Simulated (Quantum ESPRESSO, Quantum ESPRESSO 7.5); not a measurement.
**Bi2Te3 quintuple layer, 1 layer: a series in the field along the normal**

Wanted: a table for Bi2Te3 quintuple layer, 1 layer against the field along the normal, and what can be fitted to it.

Method: plane-wave DFT, PBE, PseudoDojo fully relativistic norm-conserving pseudopotentials (geometry by pw.x at PBE-D3(BJ), GBRV ultrasoft), in Quantum ESPRESSO 7.5.

## Step 1: Starting point

The cell holds 5 atoms: 3 Te and 2 Bi. Cell: a = 4.440 Å, b = 4.440 Å, c = 24.200 Å, α = 90.0°, β = 90.0°, γ = 120.0°. It derives from Bi2Te3. Vacuum lies along c.

Set-up: Cell and atoms are relaxed without a field with a D3(BJ) correction and then held. Sawtooth field with dipole correction, 17 Å of vacuum in the starting cell, Fermi-Dirac smearing of 0.002 Ry; bands along a path at each field. Spin-orbit coupling with fully relativistic files.

Members -0.1, 0.2 and -0.2 took the same steps and show in the table alone.

## Step 2: Relaxing cell and ions of the reference

What the set-up leaves free in this member is relaxed.

The input, ref.relax.in:

```
&control
  prefix = 'ref.relax'
  outdir = './out'
  pseudo_dir = './pseudo'
  nstep = 80
  forc_conv_thr = 0.0004
  calculation = 'vc-relax'
  etot_conv_thr = 1e-06
/
&system
  ibrav = 0
  nat = 5
  ntyp = 2
  ecutwfc = 50
  ecutrho = 250
  vdw_corr = 'grimme-d3'
  dftd3_version = 4
  occupations = 'smearing'
  smearing = 'fd'
  degauss = 0.004
/
&electrons
  conv_thr = 1e-09
  mixing_beta = 0.4
  electron_maxstep = 120
  mixing_mode = 'plain'
/
&ions
/
&cell
  cell_dofree = '2Dxy'
  press_conv_thr = 0.3
/
ATOMIC_SPECIES
  Te  127.6000  te_pbe_v1.uspp.F.UPF
  Bi  208.9804  bi_pbe_v1.uspp.F.UPF
CELL_PARAMETERS angstrom
  4.44000000000000 0.00000000000000 0.00000000000000
  -2.22000000000000 3.84515279280291 0.00000000000000
  0.00000000000000 0.00000000000000 24.20000000000000
ATOMIC_POSITIONS crystal
  Te  0.333333333300 0.666666666700 0.351239669421
  Bi  0.666666666700 0.333333333300 0.419421487603
  Te  0.000000000000 0.000000000000 0.500000000000
  Bi  0.333333333300 0.666666666700 0.580578512397
  Te  0.666666666700 0.333333333300 0.648760330579
K_POINTS automatic
  6 6 1 0 0 0
```

Launch:

```sh
$ OMP_NUM_THREADS=1 mpirun -n 8 pw.x -nk 2 -in ref.relax.in > ref.relax.out
```

The program printed:

```text
Program PWSCF v.7.5 starts
[citation notice left out]

     Parallel version (MPI & OpenMP), running on       8 processor cores
     Number of MPI processes:                 8
     Threads/MPI process:                     1

     MPI processes distributed on     1 nodes
[...]
Current dimensions of program PWSCF are:
     Max number of different atomic species (ntypx) = 10
     Max number of k-points (npk) =  40000
     Max angular momentum in pseudopotentials (lmaxx) =  4
     Message from routine setup:
     using ibrav=0 with symmetry is DISCOURAGED, use correct ibrav instead

     K-points division:     npool     =       2
     R & G space division:  proc/nbgrp/npool/nimage =       4
     Subspace diagonalization in iterative solution of the eigenvalue problem:
     a serial algorithm will be used

     Parallelization info
     --------------------
     sticks:   dense  smooth     PW     G-vecs:    dense   smooth      PW
     Min         303     238     70                46487    33238    5102
     Max         304     239     71                46498    33271    5113
     Sum        1213     955    283               185967   133051   20433

     Using Slab Decomposition

     bravais-lattice index     =            0
     lattice parameter (alat)  =       8.3904  a.u.
     unit-cell volume          =    2788.1012 (a.u.)^3
     number of atoms/cell      =            5
     number of atomic types    =            2
     number of electrons       =        48.00
     number of Kohn-Sham states=           29
     kinetic-energy cutoff     =      50.0000  Ry
     charge density cutoff     =     250.0000  Ry
     scf convergence threshold =      1.0E-09
     mixing beta               =       0.4000
     number of iterations used =            8  plain     mixing
     energy convergence thresh.=      1.0E-06
     force convergence thresh. =      4.0E-04
     press convergence thresh. =      3.0E-01
     Exchange-correlation= SLA  PW   PBE  PBE
                           (   1   4   3   4   0   0   0)
     nstep                     =           80

     celldm(1)=   8.390384  celldm(2)=   0.000000  celldm(3)=   0.000000
     celldm(4)=   0.000000  celldm(5)=   0.000000  celldm(6)=   0.000000

     crystal axes: (cart. coord. in units of alat)
               a(1) = (   1.000000   0.000000   0.000000 )
               a(2) = (  -0.500000   0.866025   0.000000 )
               a(3) = (   0.000000   0.000000   5.450450 )

     reciprocal axes: (cart. coord. in units 2 pi/alat)
               b(1) = (  1.000000  0.577350 -0.000000 )
               b(2) = (  0.000000  1.154701  0.000000 )
               b(3) = (  0.000000 -0.000000  0.183471 )

     PseudoPot. # 1 for Te read from file:
     ./pseudo/te_pbe_v1.uspp.F.UPF
     Pseudo is Ultrasoft + core correction, Zval =  6.0
     Generated by new atomic code, or converted to UPF format
     Using radial grid of  891 points,  5 beta functions with:
                l(1) =   0
                l(2) =   0
                l(3) =   1
                l(4) =   1
                l(5) =   2
     Q(r) pseudized with  6 coefficients,  rinner =    1.800   1.800   1.800
                                                       1.800   1.800

     PseudoPot. # 2 for Bi read from file:
     ./pseudo/bi_pbe_v1.uspp.F.UPF
     Pseudo is Ultrasoft + core correction, Zval = 15.0
     Generated by new atomic code, or converted to UPF format
     Using radial grid of  899 points,  6 beta functions with:
                l(1) =   0
                l(2) =   0
                l(3) =   1
                l(4) =   1
                l(5) =   2
                l(6) =   2
     Q(r) pseudized with  6 coefficients,  rinner =    1.000   1.000   1.000
                                                       1.000   1.000

     atomic species   valence    mass     pseudopotential
     Te                6.00   127.60000     Te( 1.00)
     Bi               15.00   208.98040     Bi( 1.00)

     12 Sym. Ops., with inversion, found

   Cartesian axes

     site n.     atom                  positions (alat units)
         1        Te     tau(   1) = (  -0.0000000   0.5773503   1.9144144  )
         2        Bi     tau(   2) = (   0.5000000   0.2886751   2.2860360  )
         3        Te     tau(   3) = (   0.0000000   0.0000000   2.7252252  )
         4        Bi     tau(   4) = (  -0.0000000   0.5773503   3.1644144  )
         5        Te     tau(   5) = (   0.5000000   0.2886751   3.5360360  )

     --------------------------------------------
     DFT-D3 Dispersion Correction (3-body terms):
     --------------------------------------------
       Reference C6 values for interpolation:

         atom   Coordination number   C6
         Te         0.000           851.07
         Te         0.981           850.20
         Te         1.964           837.16
         Bi         0.000          1235.06
         Bi         0.982          1188.09
         Bi         1.966          1132.10
         Bi         2.950          1067.76

       Values used:

         atom   Coordination number  R0_AB[au]  C6      C8
         Te         2.839            3.676    837.16  84978.08
         Bi         5.381            3.890   1067.76 147315.96
         Te         4.775            3.676    837.16  84978.05
         Bi         5.381            3.890   1067.76 147315.96
         Te         2.839            3.676    837.16  84978.08

         Molecular C6 ( Ry / a.u.^6 ) =     23149.02

     number of k points=     7  Fermi-Dirac smearing, width (Ry)=  0.0040
                       cart. coord. in units 2pi/alat
        k(    1) = (   0.0000000   0.0000000   0.0000000), wk =   0.0555556
        k(    2) = (   0.0000000   0.1924501   0.0000000), wk =   0.3333333
        k(    3) = (   0.0000000   0.3849002   0.0000000), wk =   0.3333333
        k(    4) = (   0.0000000  -0.5773503   0.0000000), wk =   0.1666667
        k(    5) = (   0.1666667   0.2886751   0.0000000), wk =   0.3333333
        k(    6) = (   0.1666667   0.4811252   0.0000000), wk =   0.6666667
        k(    7) = (   0.3333333   0.5773503   0.0000000), wk =   0.1111111

     Dense  grid:   185967 G-vectors     FFT dimensions: (  45,  45, 240)

     Smooth grid:   133051 G-vectors     FFT dimensions: (  40,  40, 216)

     Estimated max dynamical RAM per process >     119.50 MB

     Estimated total dynamical RAM >     910.61 MB

     Initial potential from superposition of free atoms

     starting charge      45.9993, renormalised to      48.0000

     negative rho (up, down):  8.475E-02 0.000E+00
[...]
per-process dynamical memory:    59.1 Mb

     Self-consistent Calculation

     iteration #  1     ecut=    50.00 Ry     beta= 0.40
     Davidson diagonalization with overlap
     ethr =  1.00E-06,  avg # of iterations =  4.1

     Threshold (ethr) on eigenvalues was too large:
     Diagonalizing with lowered threshold

     Davidson diagonalization with overlap
     ethr =  2.11E-08,  avg # of iterations =  4.7

     negative rho (up, down):  8.283E-02 0.000E+00

     total cpu time spent up to now is       27.7 secs

     total energy              =    -450.25240846 Ry
     estimated scf accuracy    <       0.00000436 Ry

[...]
iteration #  9     ecut=    50.00 Ry     beta= 0.40
[...]
negative rho (up, down):  8.283E-02 0.000E+00

[...]
End of self-consistent calculation

[...]
the Fermi energy is     0.0683 ev

!    total energy              =    -450.25240929 Ry
     estimated scf accuracy    <          2.6E-10 Ry
     smearing contrib. (-TS)   =      -0.00000598 Ry
     internal energy E=F+TS    =    -450.25240331 Ry

     The total energy is F=E-TS. E is the sum of the following terms:
     one-electron contribution =   -1657.48170188 Ry
     hartree contribution      =     840.68090545 Ry
     xc contribution           =    -172.53321394 Ry
     ewald contribution        =     539.20819600 Ry
     DFT-D3 Dispersion         =      -0.12658894 Ry

     convergence has been achieved in   9 iterations

     negative rho (up, down):  8.283E-02 0.000E+00

     Forces acting on atoms (cartesian axes, Ry/au):

     atom    1 type  1   force =    -0.00000000   -0.00000000   -0.00919524
     atom    2 type  2   force =    -0.00000000    0.00000000   -0.00013603
     atom    3 type  1   force =     0.00000000    0.00000000    0.00000000
     atom    4 type  2   force =    -0.00000000    0.00000000    0.00013603
     atom    5 type  1   force =    -0.00000000   -0.00000000    0.00919524

     Total force =     0.013005     Total SCF correction =     0.000086

     Computing stress (Cartesian axis) and pressure

     negative rho (up, down):  8.283E-02 0.000E+00
          total   stress  (Ry/bohr**3)                   (kbar)     P=        1.16
  -0.00001079   0.00000000   0.00000000           -1.59        0.00        0.00
  -0.00000000  -0.00001079   0.00000000           -0.00       -1.59        0.00
   0.00000000   0.00000000   0.00004514            0.00        0.00        6.64

     Energy error            =      3.1E-04 Ry
     Gradient error          =      9.2E-03 Ry/Bohr
     Cell gradient error     =      1.6E+00 kbar

     number of scf cycles    =   3
     number of bfgs steps    =   2

     enthalpy           old  =    -450.2521001984 Ry
     enthalpy           new  =    -450.2524092894 Ry

     CASE: enthalpy          _new < enthalpy          _old

     new trust radius        =       0.0214960836 bohr
     new conv_thr            =       0.0000000002 Ry

     new unit-cell volume =   2782.83334 a.u.^3 (   412.37336 Ang^3 )
     density =      3.22449 g/cm^3

CELL_PARAMETERS (angstrom)
   4.435803505   0.000000000   0.000000000
  -2.217901752   3.841518521   0.000000000
   0.000000000   0.000000000  24.200000000

ATOMIC_POSITIONS (crystal)
Te               0.3333333333        0.6666666667        0.3501713714
Bi               0.6666666667        0.3333333333        0.4195991554
Te              -0.0000000000        0.0000000000        0.5000000000
Bi               0.3333333333        0.6666666667        0.5804008446
Te               0.6666666667        0.3333333333        0.6498286286

[...]
NEW-OLD atomic charge density approx. for the potential
     New effective cutoffs (rho, wfc):  250.42   50.08

     negative rho (up, down):  8.306E-02 0.000E+00

     total cpu time spent up to now is       36.7 secs

     per-process dynamical memory:    59.1 Mb

[...]
!    total energy              =    -450.25278211 Ry
[...]
Total force =     0.010230     Total SCF correction =     0.000007
[...]
number of bfgs steps    =   3
[...]
new trust radius        =       0.0322441254 bohr
[...]
!    total energy              =    -450.25320361 Ry
[...]
Total force =     0.009614     Total SCF correction =     0.000001
[...]
number of bfgs steps    =   4
[...]
new trust radius        =       0.0483661881 bohr
[...]
!    total energy              =    -450.25364527 Ry
[...]
Total force =     0.013371     Total SCF correction =     0.000058
[...]
number of bfgs steps    =   5
[...]
new trust radius        =       0.0584587899 bohr
[...]
!    total energy              =    -450.25407703 Ry
[...]
Total force =     0.017931     Total SCF correction =     0.000031
[...]
number of bfgs steps    =   6
[...]
new trust radius        =       0.0695716014 bohr
[...]
!    total energy              =    -450.25465527 Ry
[...]
Total force =     0.020093     Total SCF correction =     0.000048
[...]
number of bfgs steps    =   7
[...]
new trust radius        =       0.0765287616 bohr
[...]
!    total energy              =    -450.25541351 Ry
[...]
Total force =     0.016624     Total SCF correction =     0.000098
[...]
number of bfgs steps    =   8
[...]
new trust radius        =       0.0575477424 bohr
[...]
!    total energy              =    -450.25592638 Ry
[...]
Total force =     0.006592     Total SCF correction =     0.000036
[...]
number of bfgs steps    =   9
[...]
new trust radius        =       0.0152077414 bohr
[...]
!    total energy              =    -450.25601185 Ry
[...]
Total force =     0.001340     Total SCF correction =     0.000047
[...]
number of bfgs steps    =  10
[...]
new trust radius        =       0.0121941490 bohr
[...]
!    total energy              =    -450.25602011 Ry
[...]
Total force =     0.000545     Total SCF correction =     0.000003
[...]
number of bfgs steps    =  11
[...]
new trust radius        =       0.0021447487 bohr
[...]
Self-consistent Calculation

     iteration #  1     ecut=    50.00 Ry     beta= 0.40
     Davidson diagonalization with overlap
     ethr =  1.00E-06,  avg # of iterations =  2.0

     Threshold (ethr) on eigenvalues was too large:
     Diagonalizing with lowered threshold

     Davidson diagonalization with overlap
     ethr =  4.41E-09,  avg # of iterations =  5.4

     negative rho (up, down):  8.396E-02 0.000E+00

     total cpu time spent up to now is      150.3 secs

     total energy              =    -450.25601774 Ry
     estimated scf accuracy    <       0.00000649 Ry

[...]
iteration #  9     ecut=    50.00 Ry     beta= 0.40
[...]
negative rho (up, down):  8.396E-02 0.000E+00

[...]
End of self-consistent calculation

          k = 0.0000 0.0000 0.0000 ( 16651 PWs)   bands (ev):

   -22.7252 -22.7252 -22.7241 -22.7241 -22.7166 -22.7152 -22.7124 -22.7124
   -22.7109 -22.7109 -12.7630 -12.2400 -10.5696  -8.7309  -7.5475  -1.8132
    -1.1510  -1.1510  -0.8863  -0.8772  -0.8772  -0.5102  -0.3435  -0.3435
     0.
[key lines of the parts left out:]
total energy              =    -450.25602100 Ry
the Fermi energy is     0.4980 ev
convergence has been achieved in  11 iterations
```

Wall time 3 min (8 MPI ranks of Arm Neoverse V2, shared host); peak memory 1.2 GiB; 24 min of CPU time.

Step by step:

| step | energy less that of the first step (eV) | largest force (eV/Å) | volume (Å³) |
| --- | --- | --- | --- |
| 1 | 0.0000 | 0.3350 | 413.15 |
| 2 | -0.0047 | 0.2850 | 413.03 |
| 3 | -0.0089 | 0.2364 | 412.81 |
| 4 | -0.0139 | 0.1724 | 412.37 |
| 5 | -0.0197 | 0.1502 | 411.56 |
| 6 | -0.0257 | 0.2427 | 410.09 |
| 7 | -0.0316 | 0.3079 | 407.92 |
| 8 | -0.0394 | 0.3226 | 404.74 |
| 9 | -0.0497 | 0.2451 | 400.45 |
| 10 | -0.0567 | 0.0904 | 396.91 |
| 11 | -0.0579 | 0.0239 | 396.93 |
| 12 | -0.0580 | 0.0093 | 397.32 |
| 13 | -0.0580 | 0.0081 | 397.36 |
| 14 | -0.0579 | 0.0078 | 397.36 |

| cell as run | before | after | change |
| --- | --- | --- | --- |
| a (Å) | 4.440 | 4.354 | -1.9 % |
| b (Å) | 4.440 | 4.354 | -1.9 % |

The atoms that moved most (Å, along periodic axes as changes of fractional coordinates times the final cell, across vacuum about the mean position):

| atom | dx | dy | dz | length |
| --- | --- | --- | --- | --- |
| Te5 | 0.000 | 0.000 | 0.184 | 0.184 |
| Te1 | 0.000 | 0.000 | -0.184 | 0.184 |
| Bi2 | 0.000 | 0.000 | -0.092 | 0.092 |
| Bi4 | 0.000 | 0.000 | 0.092 | 0.092 |

 The last row is no step: it is a fresh SCF in the final cell with a new plane-wave basis, +0 meV from the row before.

Numbers from this step:

- free energy: -6126.0452 eV
- Fermi energy: 0.4962 eV

[end of part 1 of 4]

[Logs are printed without paths, hosts, clocks, repeated set-up lines and the standing remarks that a program may print on its own settings, such as how far it seeks lower states.]

[Hosts, paths, dates, database ids (printed as entryN), source tags and the programs' standing remarks are cut or masked in the printed files.]

[Maps of the electrostatic potential energy from Ansatz leave out the sawtooth potential of an applied field or a dipole correction, so their vacuum need not be flat; planar profiles and work functions include it.]
